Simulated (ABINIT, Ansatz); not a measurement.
# Calculated records

```json
{"subject": "CaZnC2O6 (R-3): G0W0 with ABINIT, start to end", "lattice_ang": [[2.433, 1.4047, 5.444], [-2.433, 1.4047, 5.444], [0.0, -2.8094, 5.444]], "atoms": [["Ca", 0.0, 0.0, 0.0], ["Zn", 0.5, 0.5, 0.5], ["C", 0.2425, 0.2425, 0.2425], ["C", 0.7575, 0.7575, 0.7575], ["O", 0.4947, 0.9641, 0.2736], ["O", 0.9641, 0.2736, 0.4947], ["O", 0.2736, 0.4947, 0.9641], ["O", 0.5053, 0.0359, 0.7264], ["O", 0.0359, 0.7264, 0.5053], ["O", 0.7264, 0.5053, 0.0359]], "method": "RPA screening on LDA, plane waves, norm-conserving pseudopotentials (and 2 further levels or steps)", "program": "ABINIT 10.8.3", "settings": "cutoff 37 Ha, PseudoDojo scalar-relativistic 0.4.1 standard, norm-conserving, potential set dojo-sr-lda-0.4.1-standard, ngkpt (2, 2, 2), nband 218, ecuteps 6.5 Ha, inclvkb 2, shiftk (0, 0, 0), symchi 1, awtr 1, frequency ppm, 2×2×2 k-mesh", "cost": "5 runs, 16 min in all on 4 MPI ranks of Arm Neoverse N1, shared host", "notes": "The cell and positions are those that the Materials Project relaxed with its own functionals (PBE, PBE+U or r2SCAN), kept fixed. Limits: d shell near the gap, gap tends to lie low. The 2×2×2 mesh is coarse for this cell, which bears on the long-range parts of exchange and screening.", "results": {"lda_gap": "3.80 eV, indirect", "g0w0_gap_on_the_mesh": "6.58 eV", "gw_settings": "2×2×2 mesh, 218 bands, screening to 176.9 eV, Godby-Needs plasmon pole", "known_limits": "short of the basis limit; d shell near the gap, gap tends to lie low; coarse k mesh"}}
```

[Long decimals in the printed logs are rounded to 6 places.]

[Logs are printed without paths, hosts, clocks, repeated set-up lines and the standing remarks that a program may print on its own settings, such as how far it seeks lower states.]

[Paths, hosts, dates, memory and timing lines, banners, echoed tables and standing remarks are left out of the program output; an Ansatz launch command may be rebuilt from the run's recorded settings. Measured values are a selection of at most five: reports struck by readers or far from the other reports are left out. None is set beside runs whose start may be inverted or whose files or cutoffs have a known fault.]

[Runs of the session that timed out or met a known fault of the program may be left out.]

[Hosts, paths, dates, database ids (printed as entryN), source tags and the programs' standing remarks are cut or masked in the printed files.]

[G0W0 gaps are taken among the corrected bands and points alone; a level outside them can change the order at an edge.]

[Where Ansatz stands beside ABINIT at settings called matched, ABINIT's density can come from a denser mesh and the files from another edition; pairs whose starting gaps differed by over 0.03 eV were left out, so agreement reads better than it is.]
